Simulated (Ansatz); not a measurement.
# Phonons of Os (P6_3/mmc, 2 atoms in the cell) against volume

Wanted: Grüneisen parameters and pressure coefficients of the modes of Os (P6_3/mmc, 2 atoms in the cell).

Main program and level: Ansatz 0.2.0; DFT PBEsol, scalar-relativistic, plane waves, PAW; PAW set soft_1.

**1. Set-up**

It takes space group P6_3/mmc (No. 194, hexagonal). Conventional cell: a = 2.734 Å, b = 2.734 Å, c = 4.320 Å, α = 90.00°, β = 90.00°, γ = 120.00°. Nearest to Os lie 12 Os at 2.68 to 2.73 Å.

**2. Relaxation**

The cell and atoms are relaxed, since residual forces and stress would shift the frequencies.

input.yaml

```yaml
crystal:
  lattice:
    - [2.7341, 0.0, 0.0]
    - [-1.36705, 2.3678000565, 0.0]
    - [0.0, 0.0, 4.3197]
  atoms:
    - { symbol: Os, position: [0.33333333, 0.66666667, 0.25] }
    - { symbol: Os, position: [0.66666667, 0.33333333, 0.75] }
kpoints:
  mp_grid: { grid: [18, 18, 10] }
hamiltonian:
  xc: pbesol
  pseudopotentials: { kind: paw, azcp: { folder: soft_1 }, xc_functional: pbe }
scf:
  occupations: { method: gaussian, width: 0.1 }
output:
  forces: true
  stress: true
  eigenvalues: true
relax:
  adjacent_minimum: "off"
  f_tol: 0.005
  max_steps: 80
  cell: { stress_tol: 0.05 }
```

Run with:

```
$ ansatz run input.yaml --threads 4 --pin off --max-ram 10240MiB --backend cpu --events-out ev --progress --plain --runs-dir out
```

Numbers of over 12 decimals in the logs are rounded to 6 here.

Log:

```text
Engine: ansatz 0.2.0, x86_64-unknown-linux-gnu
Pseudopotentials: kind: paw
Pseudopotential: Os, paw, valence charge 16, recommended cutoff 420 eV (normal), soft_1/Os.paw.azcp
Functional definition: PBEsol
  exchange = pbesol_x
  correlation = pbesol_c
Crystal: 2 atoms, lattice volume = 27.965 Å³
Basis set: ecut = 420 eV, 537 PW (Γ), exchange–correlation on 40×40×60 points (8 copies of the dense FFT grid, shifted against one another)
Bands: 20, of which v1, the nominal top of the filled ones, is band 16 counted from 1 (15 counted from 0)
Symmetry: 24 space group operations
Space group: P63/mmc (ITA 194), of the structure as read, at distance tolerance 3.0e-5 Å
k-points: 222 of 3240
Non-local potential: Os, projectors of the file, l = 0: 3, l = 1: 2, l = 2: 2, l = 3: 1
PAW form: soft (Blöchl's): semilocal exchange-correlation on the pseudo side does not see the compensation charge
PAW frozen core: Os, regenerated for the run's functional, and the local potential with it (the file was generated under x = pbe(κ = 0.804, μ = 0.219515), c = pbe(β = 0.066725))
PAW one-centre angular grid: Os, 590 points (default); XC on 64 Gauss nodes
Initial density: superposition of atomic densities (chi_scale 0.1, normalization cell)
Initial wavefunctions: pseudopotential atomic-orbital guess
Functional: x = pbesol(κ = 0.804, μ = 0.123457), c = pbesol(β = 0.046)
SCF iter   1: F=—  HF=-22505.017189 eV  |F-HF|=—  |Δ(HF+E_count)|=         —  Δρ=6.34e-2  dr2=9.63e-1  ethr=3.10e-3  ⟨swp⟩=4.8  Hψ=17423  notcnv=0
preconditioner: auto → none  [metal: Δε(μ)=0.011 eV  Ē_g=7.101 eV  σ=0.100 eV  W_gap=0.06  n_scr=8 (ndim 8)  ℏωp=28.1 eV  f_vac=0.000  D(μ)=1.55/eV (n_scr^D=22)  sad-step TF]
SCF iter   2: F=—  HF=-22504.759015 eV  |F-HF|=—  |Δ(HF+E_count)|=   2.58e-1  Δρ=3.62e-2  dr2=3.00e-1  ethr=3.01e-3  ⟨swp⟩=2.0  Hψ=7010  notcnv=0  defer=51
SCF iter   3: F=—  HF=-22504.655504 eV  |F-HF|=—  |Δ(HF+E_count)|=   1.04e-1  Δρ=1.84e-3  dr2=3.43e-4  ethr=9.38e-4  ⟨swp⟩=2.0  Hψ=6962  notcnv=0  defer=51
SCF iter   4: F=—  HF=-22504.655434 eV  |F-HF|=—  |Δ(HF+E_count)|=   6.91e-5  Δρ=2.57e-4  dr2=1.28e-5  ethr=1.07e-6  ⟨swp⟩=2.0  Hψ=7909  notcnv=0  defer=51
SCF iter   5: F=—  HF=-22504.655444 eV  |F-HF|=—  |Δ(HF+E_count)|=   9.63e-6  Δρ=5.35e-5  dr2=2.82e-7  ethr=4.00e-8  ⟨swp⟩=2.6  Hψ=7336  notcnv=0  defer=51
SCF iter   6: F=-22504.655444 eV  HF=-22504.655444 eV  |F-HF|=1.84e-8  |Δ(HF+E_count)|=   1.28e-7  Δρ=1.30e-5  dr2=3.25e-8  ethr=3.13e-10  ⟨swp⟩=5.7  Hψ=17456  notcnv=0
SCF 1 converged in 6 iterations: F = -22504.655444 eV  dr2 = 3.25e-8
  greatest PAW one-centre occupation: 1.000 electrons in one spin orbital (limit 2), on the Os atom at site 1 (counted from 0), in its partial waves of l = 0
relax step   1: F+E_penalty+E_count = -22504.65544419 eV  Δ(F+E_penalty+E_count) = +0.000e0 eV  max|allowed force component| = 1.480e-16 eV/Å  Δτ_max = 0.0000 Å  P = -2.721 GPa  Ω = 27.965 Å³  (6 SCF iters, dr2 threshold 1.00e-7 eV, accepted)
Crystal: 2 atoms, lattice volume = 27.408 Å³
Initial density: handed on by an earlier stage of this run
Initial wavefunctions: those handed on with the density
iter 1 solved again at ethr=2.70e-7 eV; its pass at ethr=3.10e-3 eV (dr2=8.63e-5 eV) is discarded
SCF iter   1: F=—  HF=-22504.650169 eV  |F-HF|=—  |Δ(HF+E_count)|=         —  Δρ=9.00e-4  dr2=7.89e-5  ethr=2.70e-7  ⟨swp⟩=2.4  Hψ=26839  notcnv=0
preconditioner: auto → none  [metal: Δε(μ)=0.021 eV  Ē_g=7.058 eV  σ=0.100 eV  W_gap=0.12  n_scr=8 (ndim 8)  ℏωp=28.4 eV  f_vac=0.000  D(μ)=1.43/eV (n_scr^D=22)]
SCF iter   2: F=—  HF=-22504.650201 eV  |F-HF|=—  |Δ(HF+E_count)|=   3.15e-5  Δρ=4.25e-4  dr2=1.57e-5  ethr=2.47e-7  ⟨swp⟩=1.0  Hψ=4440  notcnv=0
iter 3 did not close the SCF: its close was put off for the readings that it lacked (scf_convergence_deferred on its scf_iter line)
SCF iter   3: F=-22504.650210 eV  HF=-22504.650210 eV  |F-HF|=1.08e-7  |Δ(HF+E_count)|=   9.54e-6  Δρ=3.02e-5  dr2=1.91e-7  ethr=4.90e-8  ⟨swp⟩=1.0  Hψ=4440  notcnv=0
iter 4 did not close the SCF: its close was put off for the readings that it lacked (scf_convergence_deferred on its scf_iter line)
SCF iter   4: F=-22504.650210 eV  HF=-22504.650210 eV  |F-HF|=2.30e-9  |Δ(HF+E_count)|=   5.21e-8  Δρ=6.51e-6  dr2=2.25e-9  ethr=5.97e-10  ⟨swp⟩=2.0  Hψ=7916  notcnv=0
iter 5 did not close the SCF: its close was put off for the readings that it lacked (scf_convergence_deferred on its scf_iter line)
SCF iter   5: F=-22504.650210 eV  HF=-22504.650210 eV  |F-HF|=1.46e-11  |Δ(HF+E_count)|=   2.53e-9  Δρ=1.39e-6  dr2=1.12e-10  ethr=7.04e-12  ⟨swp⟩=2.3  Hψ=6805  notcnv=0
SCF iter   6: F=-22504.650210 eV  HF=-22504.650210 eV  |F-HF|=1.46e-11  |Δ(HF+E_count)|=  7.28e-12  Δρ=1.21e-7  dr2=1.77e-12  ethr=1.00e-12  ⟨swp⟩=1.0  Hψ=9768  notcnv=0
SCF 2 converged in 6 iterations: F = -22504.650210 eV  dr2 = 1.77e-12
relax step   2: F+E_penalty+E_count = -22504.65021043 eV  Δ(F+E_penalty+E_count) = +5.234e-3 eV  max|allowed force component| = 5.089e-17 eV/Å  Δτ_max = 0.0000 Å  P = +6.072 GPa  Ω = 27.408 Å³  energy of the carried Pulay correction = +3.983e-4 eV  (6 SCF iters, dr2 threshold 2.00e-7 eV, rejected (line search))
Crystal: 2 atoms, lattice volume = 27.790 Å³
iter 1 solved again at ethr=1.26e-7 eV; its pass at ethr=3.10e-3 eV (dr2=4.04e-5 eV) is discarded
SCF iter   1: F=—  HF=-22504.657098 eV  |F-HF|=—  |Δ(HF+E_count)|=         —  Δρ=6.20e-4  dr2=3.84e-5  ethr=1.26e-7  ⟨swp⟩=3.1  Hψ=25465  notcnv=0
preconditioner: auto → none  [metal: Δε(μ)=0.019 eV  Ē_g=6.929 eV  σ=0.100 eV  W_gap=0.11  n_scr=8 (ndim 8)  ℏωp=28.2 eV  f_vac=0.000  D(μ)=1.48/eV (n_scr^D=22)]
SCF iter   2: F=—  HF=-22504.657119 eV  |F-HF|=—  |Δ(HF+E_count)|=   2.09e-5  Δρ=2.94e-4  dr2=7.74e-6  ethr=1.20e-7  ⟨swp⟩=1.0  Hψ=4440  notcnv=0
SCF iter   3: F=—  HF=-22504.657122 eV  |F-HF|=—  |Δ(HF+E_count)|=   3.68e-6  Δρ=1.88e-5  dr2=6.40e-8  ethr=2.42e-8  ⟨swp⟩=1.3  Hψ=5050  notcnv=0
SCF iter   4: F=—  HF=-22504.657126 eV  |F-HF|=—  |Δ(HF+E_count)|=   3.75e-6  Δρ=4.66e-6  dr2=1.25e-9  ethr=2.00e-10  ⟨swp⟩=2.1  Hψ=7966  notcnv=0
SCF iter   5: F=—  HF=-22504.657126 eV  |F-HF|=—  |Δ(HF+E_count)|=  9.46e-10  Δρ=8.44e-7  dr2=4.42e-11  ethr=3.90e-12  ⟨swp⟩=2.3  Hψ=6225  notcnv=0
SCF iter   6: F=-22504.657126 eV  HF=-22504.657126 eV  |F-HF|=3.64e-12  |Δ(HF+E_count)|=  3.64e-12  Δρ=7.49e-8  dr2=8.72e-13  ethr=1.00e-12  ⟨swp⟩=5.1  Hψ=17897  notcnv=0
SCF 3 converged in 6 iterations: F = -22504.657126 eV  dr2 = 8.72e-13
relax step   3: F+E_penalty+E_count = -22504.65712601 eV  Δ(F+E_penalty+E_count) = -1.682e-3 eV  max|allowed force component| = 8.327e-17 eV/Å  Δτ_max = 0.0000 Å  P = -0.072 GPa  Ω = 27.790 Å³  energy of the carried Pulay correction = +1.241e-4 eV  (6 SCF iters, accepted)
[...]
relax step   4: F+E_penalty+E_count = -22504.65713054 eV  Δ(F+E_penalty+E_count) = -4.531e-6 eV  max|allowed force component| = 7.401e-17 eV/Å  Δτ_max = 0.0000 Å  P = +0.001 GPa  Ω = 27.785 Å³  energy of the carried Pulay correction = +1.274e-4 eV  (6 SCF iters, dr2 threshold 1.66e-8 eV, accepted)
Initial wavefunctions: pseudopotential atomic-orbital guess (no wavefunctions were taken with the density)
iter 1 solved again at ethr=1.76e-8 eV; its pass at ethr=3.10e-3 eV (dr2=5.64e-6 eV) is discarded
SCF iter   1: F=—  HF=-22504.656981 eV  |F-HF|=—  |Δ(HF+E_count)|=         —  Δρ=1.72e-5  dr2=1.55e-8  ethr=1.76e-8  ⟨swp⟩=3.3  Hψ=30769  notcnv=0
SCF iter   2: F=—  HF=-22504.656995 eV  |F-HF|=—  |Δ(HF+E_count)|=   1.35e-5  Δρ=7.98e-6  dr2=2.58e-9  ethr=4.83e-11  ⟨swp⟩=2.3  Hψ=7867  notcnv=0
SCF iter   3: F=—  HF=-22504.656995 eV  |F-HF|=—  |Δ(HF+E_count)|=   1.56e-9  Δρ=1.11e-6  dr2=4.85e-11  ethr=8.05e-12  ⟨swp⟩=2.5  Hψ=8075  notcnv=0
iter 4 did not close the SCF: its close was put off for the readings that it lacked (scf_convergence_deferred on its scf_iter line)
SCF iter   4: F=-22504.656995 eV  HF=-22504.656995 eV  |F-HF|=3.64e-12  |Δ(HF+E_count)|=  6.91e-11  Δρ=1.44e-7  dr2=1.23e-12  ethr=1.00e-12  ⟨swp⟩=1.0  Hψ=4440  notcnv=0
iter 5 did not close the SCF: its close was put off for the readings that it lacked (scf_convergence_deferred on its scf_iter line)
SCF iter   5: F=-22504.656995 eV  HF=-22504.656995 eV  |F-HF|=0.00e0  |Δ(HF+E_count)|=    0.00e0  Δρ=8.01e-9  dr2=9.59e-15  ethr=1.00e-12  ⟨swp⟩=1.0  Hψ=4440  notcnv=0
iter 6 did not close the SCF: its close was put off for the readings that it lacked (scf_convergence_deferred on its scf_iter line)
SCF iter   6: F=-22504.656995 eV  HF=-22504.656995 eV  |F-HF|=0.00e0  |Δ(HF+E_count)|=  3.64e-12  Δρ=1.69e-9  dr2=1.77e-16  ethr=1.00e-12  ⟨swp⟩=1.0  Hψ=4440  notcnv=0
iter 7 did not close the SCF: its close was put off for the readings that it lacked (scf_convergence_deferred on its scf_iter line)
SCF iter   7: F=-22504.656995 eV  HF=-22504.656995 eV  |F-HF|=7.28e-12  |Δ(HF+E_count)|=  7.28e-12  Δρ=4.83e-10  dr2=8.75e-18  ethr=1.00e-12  ⟨swp⟩=1.0  Hψ=4440  notcnv=0
SCF iter   8: F=-22504.656995 eV  HF=-22504.656995 eV  |F-HF|=7.28e-12  |Δ(HF+E_count)|=  7.28e-12  Δρ=3.00e-11  dr2=2.18e-19  ethr=1.00e-12  ⟨swp⟩=1.5  Hψ=9913  notcnv=0
SCF 5 converged in 8 iterations: F = -22504.656995 eV  dr2 = 2.18e-19
relax step   5: F+E_penalty+E_count = -22504.65699457 eV  Δ(F+E_penalty+E_count) = +1.360e-4 eV  max|allowed force component| = 9.252e-17 eV/Å  Δτ_max = 0.0000 Å  P = +0.004 GPa  Ω = 27.785 Å³  stress off target by 6.71e-3 GPa  SCF on the basis re-selected at this cell (its energy is not comparable with the rows above)  (8 SCF iters)
basis re-selected at this cell: Δ(F+E_penalty+E_count) = +1.360e-4 eV, ΔP = +0.003 GPa vs the last step (what re-selecting the basis moved, of the pressure what is left beyond the Pulay correction that the steps carried, after the strain that the cell walked since its last selection, with what the two solves' SCF thresholds leave and, on support functions, any second-order correction that the steps lacked; it is no m [...]
SCF converged after 8 iterations
Free energy (F): -22504.656995 eV
Harris-Foulkes:  -22504.656995 eV  (|F-HF|=7.28e-12)
Internal energy: -22504.649591 eV  (E = F + TS)
E sigma→0 (E₀):  -22504.653293 eV
Entropy (-TS):   -0.007404 eV (-3.702 meV/atom)
Fermi energy:    26.046867 eV
--- Per-component energies (eV) ---
  E_band       = -129.459485
  E_kinetic    = 985.153081
  E_local      = -1813.819440  (includes V_loc(G=0)·N_el)
  E_nonlocal   = 398.204403
  E_hartree    = 648.925184
  E_xc         = -465.821906
  E_vxc        = -492.801561  (∫ρ·V_xc dr)
  E_paw        = -17829.671438  (= ΣΔE_a)
  E_vpaw       = -504.047213  (= ΣTr[D̂ρ^β])
  E_aug_tail   = 0.000876  (compensation charges beyond the density's cutoff)
  E_ewald      = -4428.116346
  E_core_change = 0.495995  (= ΣΔE_core)
  E_smearing   = -0.007404  (= −TS)
  E_closure    = 0.000000  (closes the sum)
  Σ components = -22504.656995   (vs F -22504.656995, Δ=0.00e0)
--- Forces (eV/Å), atoms counted from 1 ---
  atom   1  Os     0.00000000    -0.00000000     0.00000000
  atom   2  Os     0.00000000     0.00000000     0.00000000
  max |Σ_I F_I| component: 0.00e0 eV/Å
--- Stress (GPa, compression-positive) ---
        0.003195      -0.000000       0.000000
        0.000000       0.003195       0.000000
        0.000000       0.000000       0.006710
  P = ⅓ Tr σ = 0.0044 GPa (0.044 kbar)
--- Band table (eV; the first three rows and the last of 222) ---
  k-point 0: bands = [... 12 lower, 23.2000, 23.8044, 23.8044, 24.4824, 24.4824, 26.0382, 27.7691, 27.7691]
  k-point 1: bands = [... 12 lower, 23.1257, 23.7206, 23.7206, 24.6760, 24.6760, 25.6222, 27.7876, 27.7876]
  k-point 2: bands = [... 12 lower, 22.9245, 23.5040, 23.5040, 24.6524, 25.1481, 25.1481, 27.7968, 27.7968]
  k-point 221: bands = [... 12 lower, 22.5768, 22.5768, 24.6606, 24.6606, 27.7081, 27.7081, 34.4628, 34.4628]
--- Relaxed structure (4 steps of the walk, 3 accepted, 1 SCFs on fresh bases) ---
  F+E_penalty+E_count = -22504.65699457 eV   max|allowed force component| = 9.252e-17 eV/Å   (the final SCF, on the basis selected at the relaxed cell)
  cell:  # Å, volume = 27.7854 Å³
    - [2.727274, 0, 0.0]
    - [-1.363637, 2.361889, 0]
    - [0.0, 0, 4.313486]
  atoms:
    - { symbol: Os, position: [0.333333, 0.666667, 0.250000] }
    - { symbol: Os, position: [0.666667, 0.333333, 0.750000] }
```

The job ended after 2.9 s (4 threads of AMD EPYC 9B45 (Zen 5), shared host; peak memory 0.48 GiB; 10 s of CPU time).

Step by step:

```tsv
step	energy less that of the first step (eV)	largest force component (eV/Å)	pressure (GPa)	volume (Å³)
1	0.0000	0.0000	-2.72	27.96
2	0.0052	0.0000	6.07	27.41
3	-0.0017	0.0000	-0.07	27.79
4	-0.0017	0.0000	0.00	27.79
5*	-0.0016	0.0000	0.00	27.79
```

Relaxation steps marked * repeat the geometry before them on a plane-wave basis chosen anew for their cell, so energy and pressure can jump there. Relaxation step 2 was tried and not accepted.

The run keeps the 24 symmetry operations that it works with, so distortions that break them were not tested.

```tsv
conventional cell, symmetrised	before	after	change
a (Å)	2.734	2.727	-0.2 %
b (Å)	2.734	2.727	-0.2 %
c (Å)	4.320	4.313	-0.1 %
volume (Å³/atom)	13.98	13.89	-0.6 %
```

Final coordinates:

```xyz
2
Lattice="2.7273 0.0000 0.0000 -1.3636 2.3619 0.0000 0.0000 0.0000 4.3135" Properties=species:S:1:pos:R:3 pbc="T T T"
Os    0.0000    1.5746    1.0784
Os    1.3636    0.7873    3.2351
```

This step gave:

| Item | Value |
| --- | --- |
| pressure | 0.004366 GPa |
| volume per atom | 13.89 Å³ |
| gap on the k-mesh | 0 eV |

In this step the volume went from 13.98 to 13.89 Å³/atom.

**3. Tight relaxation**

Phonons need small forces and stress, so the relaxation is finished with tight tolerances on 18×18×12 k points.

input.yaml, the sections that differ from step 2:

```yaml
crystal:
  lattice:
    - [2.727274435, 0.0, 0.0]
    - [-1.3636372175, 2.3618889438, 0.0]
    - [0.0, 0.0, 4.3134858177]
  atoms:
    - { symbol: Os, position: [0.3333333333, 0.6666666667, 0.25] }
    - { symbol: Os, position: [0.6666666667, 0.3333333333, 0.75] }
kpoints:
  mp_grid: { grid: [18, 18, 12] }
scf:
  occupations: { method: methfessel_paxton, width: 0.2 }
relax:
  adjacent_minimum: "off"
  f_tol: 0.001
  max_steps: 60
  cell: { stress_tol: 0.01 }
# hamiltonian, output: as in step 2
```

Log:

```text
[...]
Crystal: 2 atoms, lattice volume = 27.785 Å³
Basis set: ecut = 420 eV, 537 PW (Γ), exchange–correlation on 40×40×60 points (8 copies of the dense FFT grid, shifted against one another)
Bands: 20, of which v1, the nominal top of the filled ones, is band 16 counted from 1 (15 counted from 0)
Symmetry: 24 space group operations
[...]
k-points: 259 of 3888
[...]
k-point 258: bands = [... 12 lower, 22.5800, 22.5800, 24.6653, 24.6653, 27.7072, 27.7072, 34.4635, 34.4635]
--- Relaxed structure (3 steps of the walk, 2 accepted, 1 SCFs on fresh bases) ---
[...]
cell:  # Å, volume = 27.7828 Å³
    - [2.727882, 0.0, 0.0]
    - [-1.363941, 2.362415, 0.0]
    - [0.0, 0.0, 4.311167]
  atoms:
    - { symbol: Os, position: [0.333333, 0.666667, 0.25] }
    - { symbol: Os, position: [0.666667, 0.333333, 0.750000] }
[key lines of the parts left out:]
SCF converged after 4 iterations
Free energy (F): -22504.656562 eV
Fermi energy:    26.052882 eV
P = ⅓ Tr σ = -0.0003 GPa (-0.003 kbar)
```

Run time: 2.7 s. Hardware: 4 threads; peak memory 0.49 GiB; 9.4 s of CPU time.

Little changed from the start: no atom moved by 0.005 Å and no cell edge by 0.1 %.

Numbers from this step:

| Quantity | Value |
| --- | --- |
| pressure | -3.14e-4 GPa |

The forces vanish by symmetry and the pressure is 0.000 GPa, within the tolerances set. The cell now holds 13.89 Å³/atom.

**4. Modes at rest**

Phonons follow from the second derivative of the energy, found here by linear response.

The modes at rest are the reference of the series.

input.yaml, the sections that differ from step 3:

```yaml
crystal:
  lattice:
    - [2.7278821795, 0.0, 0.0]
    - [-1.3639410898, 2.362415266, 0.0]
    - [0.0, 0.0, 4.3111672227]
  atoms:
    - { symbol: Os, position: [0.3333333333, 0.6666666667, 0.25] }
    - { symbol: Os, position: [0.6666666667, 0.3333333333, 0.75] }
output:
  eigenvalues: true
phonons:
  method: dfpt
# kpoints, hamiltonian, scf: as in step 3
# relax: removed
```

Log:

```text
zone centre: on kpoints.mp_grid the ground state, and the responses unless they are solved on pairs of k-points, stand on 637 of the mesh's 3888 k-points, reduced under 4 symmetry operations, with k and −k counted as one. Each operation leaves every solved displacement unchanged or reverses it
[...]
Crystal: 2 atoms, lattice volume = 27.783 Å³
Basis set: ecut = 420 eV, 537 PW (Γ), exchange–correlation on 40×40×60 points (8 copies of the dense FFT grid, shifted against one another)
Bands: 20, of which v1, the nominal top of the filled ones, is band 16 counted from 1 (15 counted from 0)
Symmetry: 24 space group operations
k-points: 637 of 3888 (irreducible under 4 space group operations, time reversal used)
[...]
SCF iter   1: F=—  HF=-22505.016588 eV  |F-HF|=—  |Δ(HF+E_count)|=         —  Δρ=6.35e-2  dr2=9.52e-1  ethr=3.10e-3  ⟨swp⟩=5.0  Hψ=115689  notcnv=0  defer=52
automatic band count: the SCF goes on with 24 bands, as 20 were too few: they end inside the smearing window of the response
[...]
SCF iter   2: F=—  HF=-22504.771771 eV  |F-HF|=—  |Δ(HF+E_count)|=   2.45e-1  S|Δr|=    0.00e0  Δρ=3.75e-2  dr2=3.24e-1  ethr=2.98e-3  ⟨swp⟩=2.0  Hψ=23088  notcnv=0  defer=724
[...]
SCF iter   8: F=-22504.656562 eV  HF=-22504.656562 eV  |F-HF|=3.64e-12  |Δ(HF+E_count)|=  4.11e-10  S|Δr|=    0.00e0  Δρ=1.01e-7  dr2=1.73e-12  ethr=1.00e-12  ⟨swp⟩=8.9  Hψ=86067  notcnv=0
SCF 1 converged in 8 iterations: F = -22504.656562 eV  dr2 = 1.73e-12
[...]
DFPT response loops at Γ: preconditioner auto → Kerker (q_TF=auto, 2.793 Å⁻¹) (partly filled bands, converged f_vac=0.000); β = 1.00, the filter's whole step (`scf.mixing.beta` (0.50) is not read by the response loops under this deck's `scf.mixing.preconditioner`; to damp them name `kerker` or `kerker_dos`, under which they read `scf.mixing.beta`, and type it under 1.00, their step now; both keys bind the ground state too); Broyden in place of MSR1
SCF converged after 8 iterations
[...]
Free energy (F): -22504.656562 eV
[...]
Internal energy: -22504.656738 eV  (E = F + TS)
E sigma→0 (E₀):  -22504.656606 eV
Entropy (-TS):   0.000176 eV (0.088 meV/atom)
Fermi energy:    26.052882 eV
[...]
--- Band table (eV; the first three rows and the last of 637) ---
  k-point 0: bands = [... 12 lower, 23.2104, 23.8090, 23.8090, 24.4774, 24.4774, 26.0493, 27.7713, 27.7713, ... 4 higher]
  k-point 1: bands = [... 12 lower, 23.1582, 23.7498, 23.7498, 24.6154, 24.6154, 25.7535, 27.7854, 27.7854, ... 4 higher]
  k-point 2: bands = [... 12 lower, 23.0122, 23.5900, 23.5900, 24.9676, 24.9676, 25.0162, 27.8039, 27.8039, ... 4 higher]
  k-point 636: bands = [... 12 lower, 22.5841, 22.5841, 24.3931, 24.3931, 28.3666, 28.3666, 30.9518, 30.9518, ... 4 higher]
--- Phonons (Γ-DFPT): 2 representative perturbations + reference, on 637 of 3888 k-points (Σ response iterations 4) ---
  k mesh reduced under 4 symmetry operations, with k and −k counted as one. Each operation leaves every solved displacement unchanged or reverses it
  ASR residual: 1.415e-5 → 0.000e0 eV/Å²; symmetrization residual: 8.356e-10 eV/Å²
  ASR residual per site (eV/Å²): 1.42e-5 1.42e-5
  Γ frequencies (cm⁻¹): 0.00 0.00 0.00 166.33 166.33 225.25
  non-analytic LO–TO correction: not included (Born effective charges unavailable; polar crystals: no LO–TO splitting at Γ)
```

Wall time 8.9 s (4 threads); peak memory 1.3 GiB; 32 s of CPU time.

Numbers from this step:

| Quantity | Value |
| --- | --- |
| sum-rule residual before enforcement | 1.42e-5 eV/Å² |
| point group | 6/mmm |
| highest optical mode at the zone centre (no LO-TO term) | 225.2 cm⁻¹ |
| lowest optical zone-centre mode | 166.3 cm⁻¹ |

Patterns of degenerate modes are one choice out of their space. Modes at Γ:

```tsv
mode	frequency (cm⁻¹)	symmetry
1	0.0	acoustic
2	0.0	acoustic
3	0.0	acoustic
4	166.3	E2g
5	166.3	E2g
6	225.2	B1g
```

Displacements in mode 5 (166.3 cm⁻¹), the largest set to 1:
```
Os1  1.00  0.00  0.00
Os2 -1.00  0.00  0.00
```

Displacements in mode 6 (225.2 cm⁻¹), the largest set to 1:
```
Os1  0.00  0.00  1.00
Os2  0.00  0.00 -1.00
```

Before it was imposed, the acoustic sum rule was missed by 1.4e-5 eV/Å². Small misses are needed for a sound result but don't prove that mesh and cutoff are converged. The lowest optical mode is real, 166 cm⁻¹.

[end of part 1 of 2]

[Logs are printed without paths, hosts, clocks, repeated set-up lines and the standing remarks that a program may print on its own settings, such as how far it seeks lower states.]

[Hosts, paths, dates, database ids (printed as entryN), source tags and the programs' standing remarks are cut or masked in the printed files.]
